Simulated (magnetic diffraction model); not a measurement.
# TbLuS₃: the ordered moment from one line

Space group Pnma (no. 62), a = 7.0570 Å, b = 9.7170 Å, c = 6.6200 Å.

```csv
site,atom,x,y,z
4a,Lu,0,0,0
4c,Tb,0.4445,1/4,0.0171
4c,S,0.0504,1/4,0.8813
8d,S,0.8056,0.5587,0.6937
```

This is a made-up structure (elements placed in a structure type, unrelaxed), so the numbers test the method and describe no known phase.

Only Tb is taken to order (form factors of Tb3+); orders and moment sizes are assumed, and not adapted to the symmetry. Radiation: neutrons of λ = 1.909 Å, 5° to 50°; isotropic B of 0.17 Å² (Lu), 0.16 Å² (Tb) and 0.21 Å² (S). Simulated constant-wavelength pattern: nuclear and magnetic terms add, the magnetic one as |2.695 fm × Σ f S⊥ exp(2πi Q·r) exp(−B s²)|², summed over all Q at one angle with the factor 1/(sin²θ cos θ). For collinear order S is the moment m, which repeats by lattice and centring translations R with the sign exp(−2πi k·R). Free-ion form factors, Sears's scattering lengths of 1992, no absorption; a label names one of the reflections at its angle. The strongest nuclear line in the range is 100, and lines under 0.2 are left out.

In a first state the assumed order is k = (0 1/2 1/2), collinear moments along [111], 7.8 μB on Tb; signs + at (0.4445, 1/4, 0.0171), − at (0.0555, 3/4, 0.5171), − at (0.9445, 1/4, 0.4829), + at (0.5555, 3/4, 0.9829), with this pattern:

```
2θ (°)         index  nuclear  magnetic
 10.01   (0 1/2 1/2)      0.0     128.6
 18.52   (1 1/2 1/2)      0.0     195.2
 18.88  (0 3/2 -1/2)      0.0      78.3
 20.09       (0 1 1)      0.6       0.0
 22.66       (0 2 0)      0.5       0.0
 22.80       (1 0 1)      1.9       0.0
 24.55   (1 3/2 1/2)      0.0      67.7
 25.51       (1 1 1)      7.2       0.0
 25.63  (0 1/2 -3/2)      0.0      65.9
 29.66   (0 5/2 1/2)      0.0      12.0
 30.11   (1 1/2 3/2)      0.0      35.3
 30.34   (0 3/2 3/2)      0.0      18.2
 31.39       (2 0 0)     22.9       0.0
 32.37       (1 2 1)    100.0       0.0
 33.03   (2 1/2 1/2)      0.0      40.7
 33.45       (2 1 0)      1.1       0.0
```
(The table stops after 16 lines; 31 more lie at higher angle.)

**Question.** Nearer the ordering temperature the line at 18.52° has total intensity 48.8 on the same scale, and all moments have shrunk alike. How large is the Tb moment?

The nuclear part, 0.0, stays, so the magnetic part is 48.8 against 195.2. It goes as m², so m = 7.8 × √(48.8/195.2) = 3.90 μB; the value used was 3.9 μB.

[Logs are printed without paths, hosts, clocks, repeated set-up lines and the standing remarks that a program may print on its own settings, such as how far it seeks lower states.]
